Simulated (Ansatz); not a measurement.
# AgBi2 (built on the sites of a database entry of In2Au): from the cell to its phonons

Wanted: vibrations and spectra of AgBi2 (built on the sites of a database entry of In2Au); the cell is already relaxed. After the zone centre comes a 2×2×2 q mesh on a 10×10×10 k mesh.

Calculated with Ansatz 0.2.0; DFT PBEsol, scalar-relativistic, plane waves, PAW.

The structure was built from a prototype and need not be the compound's stable phase.

## Step 1: The structure

It takes space group Fm-3m (No. 225, cubic). The conventional cell has a = 6.965 Å, b = 6.965 Å, c = 6.965 Å, α = 90.00°, β = 90.00°, γ = 90.00°. Nearest to Bi lie 4 Ag at 3.02 Å. Nearest to Ag lie 8 Bi at 3.02 Å. Farther neighbours are not listed.

## Step 2: Linear response at the zone centre

The cell comes from relaxations at this level that are not shown. The zone centre comes first: it holds the modes that light can see, as far as symmetry allows. No field response is asked, since the mesh shows no gap.

The input, input.yaml:

```yaml
crystal:
  lattice:
    - [0.0, 3.4825628556, 3.4825628556]
    - [3.4825628556, 0.0, 3.4825628556]
    - [3.4825628556, 3.4825628556, 0.0]
  atoms:
    - { symbol: Bi, position: [0.25, 0.25, 0.25] }
    - { symbol: Bi, position: [0.75, 0.75, 0.75] }
    - { symbol: Ag, position: [0.0, 0.0, 0.0] }
kpoints:
  mp_grid: { grid: [10, 10, 10] }
hamiltonian:
  xc: pbesol
scf:
  occupations: { method: methfessel_paxton, width: 0.15 }
output:
  eigenvalues: true
phonons:
  method: dfpt
```

On the command line:

```sh
ansatz run input.yaml --threads 8 --pin off --max-ram 14336MiB --backend cpu --events-out ev --progress --plain --runs-dir out
```

Numbers of over 12 decimals in the logs are rounded to 6 here.

The program printed:

```text
zone centre: on kpoints.mp_grid the ground state, and the responses unless they are solved on pairs of k-points, stand on 102 of the mesh's 1000 k-points, reduced under 8 symmetry operations, with k and −k counted as one. Each operation leaves every solved displacement unchanged or reverses it
Engine: ansatz 0.2.0, aarch64-unknown-linux-gnu
Pseudopotentials: kind: paw
Pseudopotential: Bi, paw, valence charge 15, recommended cutoff 420 eV (normal), Bi.paw.azcp
Pseudopotential: Ag, paw, valence charge 19, recommended cutoff 420 eV (normal), Ag.paw.azcp
Functional definition: PBEsol
  exchange = pbesol_x
  correlation = pbesol_c
Crystal: 3 atoms, lattice volume = 84.475 Å³
Basis set: ecut = 420 eV, 1639 PW (Γ), exchange–correlation on 72×72×72 points (8 copies of the dense FFT grid, shifted against one another)
Bands: 30, of which v1, the nominal top of the filled ones, is band 25 counted from 1 (24 counted from 0)
Symmetry: 48 space group operations
k-points: 102 of 1000 (irreducible under 8 space group operations, time reversal used)
Non-local potential: Bi, projectors of the file, l = 0: 2, l = 1: 2, l = 2: 2, l = 3: 2
Non-local potential: Ag, projectors of the file, l = 0: 3, l = 1: 2, l = 2: 2, l = 3: 1
PAW form: soft (Blöchl's): semilocal exchange-correlation on the pseudo side does not see the compensation charge
PAW frozen core: Bi, regenerated for the run's functional, and the local potential with it (the file was generated under x = pbe(κ = 0.804, μ = 0.219515), c = pbe(β = 0.066725))
PAW frozen core: Ag, regenerated for the run's functional, and the local potential with it (the file was generated under x = pbe(κ = 0.804, μ = 0.219515), c = pbe(β = 0.066725))
PAW one-centre angular grid: Bi, 590 points (default); XC on 64 Gauss nodes
PAW one-centre angular grid: Ag, 590 points (default); XC on 64 Gauss nodes
Initial density: superposition of atomic densities (neutral atoms: chi_scale 0, normalization atom), corrected by the library's trained network
Initial wavefunctions: pseudopotential atomic-orbital guess
Functional: x = pbesol(κ = 0.804, μ = 0.123457), c = pbesol(β = 0.046)
SCF iter   1: F=—  HF=-32006.130063 eV  |F-HF|=—  |Δ(HF+E_count)|=         —  Δρ=7.41e-3  dr2=5.11e-2  ethr=1.77e-3  ⟨swp⟩=6.0  Hψ=12129  notcnv=0
preconditioner: auto → LDOS  [metal: Δε(μ)=0.011 eV  Ē_g=17.451 eV  σ=0.150 eV  W_gap=0.06  n_scr=14 (ndim 8)  ℏωp=25.9 eV  f_vac=0.045  D(μ)=2.14/eV (n_scr^D=14)  β→1.0]
SCF iter   2: F=—  HF=-32006.124344 eV  |F-HF|=—  |Δ(HF+E_count)|=   5.72e-3  S|Δr|=    0.00e0  Δρ=5.39e-3  dr2=1.61e-2  ethr=1.04e-4  ⟨swp⟩=2.0  Hψ=6394  notcnv=0
SCF iter   3: F=—  HF=-32006.119465 eV  |F-HF|=—  |Δ(HF+E_count)|=   4.88e-3  S|Δr|=    0.00e0  Δρ=8.03e-4  dr2=6.44e-4  ethr=3.30e-5  ⟨swp⟩=2.0  Hψ=5395  notcnv=0
SCF iter   4: F=—  HF=-32006.119333 eV  |F-HF|=—  |Δ(HF+E_count)|=   1.32e-4  S|Δr|=    0.00e0  Δρ=8.31e-5  dr2=1.00e-5  ethr=1.31e-6  ⟨swp⟩=2.0  Hψ=3755  notcnv=0
SCF iter   5: F=—  HF=-32006.119330 eV  |F-HF|=—  |Δ(HF+E_count)|=   2.39e-6  S|Δr|=    0.00e0  Δρ=1.07e-5  dr2=7.84e-8  ethr=2.04e-8  ⟨swp⟩=2.0  Hψ=3719  notcnv=0
SCF iter   6: F=—  HF=-32006.119330 eV  |F-HF|=—  |Δ(HF+E_count)|=   1.32e-7  S|Δr|=    0.00e0  Δρ=3.48e-6  dr2=1.02e-8  ethr=1.60e-10  ⟨swp⟩=2.1  Hψ=5492  notcnv=0
SCF iter   7: F=—  HF=-32006.119330 eV  |F-HF|=—  |Δ(HF+E_count)|=   3.58e-9  S|Δr|=    0.00e0  Δρ=6.23e-7  dr2=3.10e-10  ethr=2.07e-11  ⟨swp⟩=2.0  Hψ=5050  notcnv=0
SCF iter   8: F=-32006.119330 eV  HF=-32006.119330 eV  |F-HF|=3.64e-12  |Δ(HF+E_count)|=  9.46e-11  S|Δr|=    0.00e0  Δρ=9.12e-8  dr2=9.71e-12  ethr=1.00e-12  ⟨swp⟩=8.4  Hψ=18326  notcnv=0
SCF 1 converged in 8 iterations: F = -32006.119330 eV  dr2 = 9.71e-12
  greatest PAW one-centre occupation: 1.001 electrons in one spin orbital (limit 2), on the Ag atom at site 2 (counted from 0), in its partial waves of l = 0
DFPT response loops at Γ: preconditioner auto → Kerker (q_TF=auto, 2.492 Å⁻¹) (partly filled bands, converged f_vac=0.043); β = 1.00, the filter's whole step (`scf.mixing.beta` (0.50) is not read by the response loops under this deck's `scf.mixing.preconditioner`; to damp them name `kerker` or `kerker_dos`, under which they read `scf.mixing.beta`, and type it under 1.00, their step now; both keys bind the ground state too); Broyden in place of MSR1
SCF converged after 8 iterations
Stability not checked: this state was not tested for a lower state beside it, because cold or Methfessel-Paxton smearing, or corrected tetrahedra, fill the levels in a way that the test cannot read (fill_not_monotonic; see scf.lower_state_search)
Free energy (F): -32006.119330 eV
Harris-Foulkes:  -32006.119330 eV  (|F-HF|=3.64e-12)
Internal energy: -32006.114960 eV  (E = F + TS)
E sigma→0 (E₀):  -32006.118238 eV
Entropy (-TS):   -0.004370 eV (-1.457 meV/atom)
Fermi energy:    11.900272 eV
--- Per-component energies (eV) ---
  E_band       = -509.471621
  E_kinetic    = 1132.632991
  E_local      = -6083.880859  (includes V_loc(G=0)·N_el)
  E_nonlocal   = 1205.824801
  E_hartree    = 2372.034707
  E_xc         = -484.812449
  E_vxc        = -523.363807  (∫ρ·V_xc dr)
  E_paw        = -24852.884117  (= ΣΔE_a)
  E_vpaw       = -984.753700  (= ΣTr[D̂ρ^β])
  E_aug_tail   = -0.000646  (compensation charges beyond the density's cutoff)
  E_ewald      = -5295.531632
  E_core_change = 0.502244  (= ΣΔE_core)
  E_smearing   = -0.004370  (= −TS)
  E_closure    = 0.000000  (closes the sum)
  Σ components = -32006.119330   (vs F -32006.119330, Δ=0.00e0)
--- Band table (eV; the first three rows and the last of 102) ---
  k-point 0: bands = [... 21 lower, 11.2874, 11.2874, 11.2874, 13.0221, 13.0221, 13.0221, 14.0251, 15.2746, ... 1 higher]
  k-point 1: bands = [... 21 lower, 10.8169, 11.1833, 11.1833, 12.4259, 12.9158, 12.9158, 14.8478, 15.4522, ... 1 higher]
  k-point 2: bands = [... 21 lower, 9.9388, 10.9384, 10.9384, 11.8026, 12.6340, 12.6340, 15.1214, 15.9893, ... 1 higher]
  k-point 101: bands = [... 21 lower, 7.1544, 8.1659, 10.3010, 12.1180, 14.6245, 15.5625, 16.1867, 16.5124, ... 1 higher]
--- Phonons (Γ-DFPT): 2 representative perturbations + reference, on 102 of 1000 k-points (Σ response iterations 6) ---
  k mesh reduced under 8 symmetry operations, with k and −k counted as one. Each operation leaves every solved displacement unchanged or reverses it
  ASR residual: 2.470e-5 → 0.000e0 eV/Å²; symmetrization residual: 1.098e-4 eV/Å²
  ASR residual per site (eV/Å²): 9.43e-6 9.43e-6 2.47e-5
  Γ frequencies (cm⁻¹): 0.00 0.00 0.00 72.73 72.73 72.73 102.32 102.32 102.32
  non-analytic LO–TO correction: not included (Born effective charges unavailable; polar crystals: no LO–TO splitting at Γ)
```

Elapsed: 12 s, on 8 threads of Arm Neoverse V2, shared host; peak memory 1.2 GiB.

Numbers from this step:

```yaml
volume_per_atom: 28.16 Å³
gap_on_the_k_mesh: 0 eV
sum_rule_residual_before_enforcement: 2.47e-5 eV/Å²
point_group: m-3m
highest_optical_mode_at_the_zone_centre_no_lo_to_term: 102.3 cm⁻¹
lowest_optical_zone_centre_mode: 72.73 cm⁻¹
```

Patterns of degenerate modes are one choice out of their space. The modes at Γ (shares of kinetic energy by element, %):

| mode | frequency (cm⁻¹) | symmetry | Bi % | Ag % |
| --- | --- | --- | --- | --- |
| 1 | 0.0 | acoustic | 79 | 21 |
| 2 | 0.0 | acoustic | 79 | 21 |
| 3 | 0.0 | acoustic | 79 | 21 |
| 4 | 72.7 | T2g | 100 | 0 |
| 5 | 72.7 | T2g | 100 | 0 |
| 6 | 72.7 | T2g | 100 | 0 |
| 7 | 102.3 | T1u | 21 | 79 |
| 8 | 102.3 | T1u | 21 | 79 |
| 9 | 102.3 | T1u | 21 | 79 |

Displacements in mode 4 (72.7 cm⁻¹), the largest set to 1:
```
Bi1  0.00  1.00 -0.38
Bi2  0.00 -1.00  0.38
Ag3  0.00  0.00  0.00
```

Displacements in mode 7 (102.3 cm⁻¹), the largest set to 1:
```
Bi1  0.00 -0.26  0.23
Bi2  0.00 -0.26  0.23
Ag3  0.00  1.00 -0.89
```

Before it was imposed, the acoustic sum rule was missed by 2.5e-5 eV/Å². Small misses are needed for a sound result but don't prove that mesh and cutoff are converged. The lowest optical mode is real, 72.7 cm⁻¹.

(Continued in part 2 of 2.)

[Logs are printed without paths, hosts, clocks, repeated set-up lines and the standing remarks that a program may print on its own settings, such as how far it seeks lower states.]

[Hosts, paths, dates, database ids (printed as entryN), source tags and the programs' standing remarks are cut or masked in the printed files.]
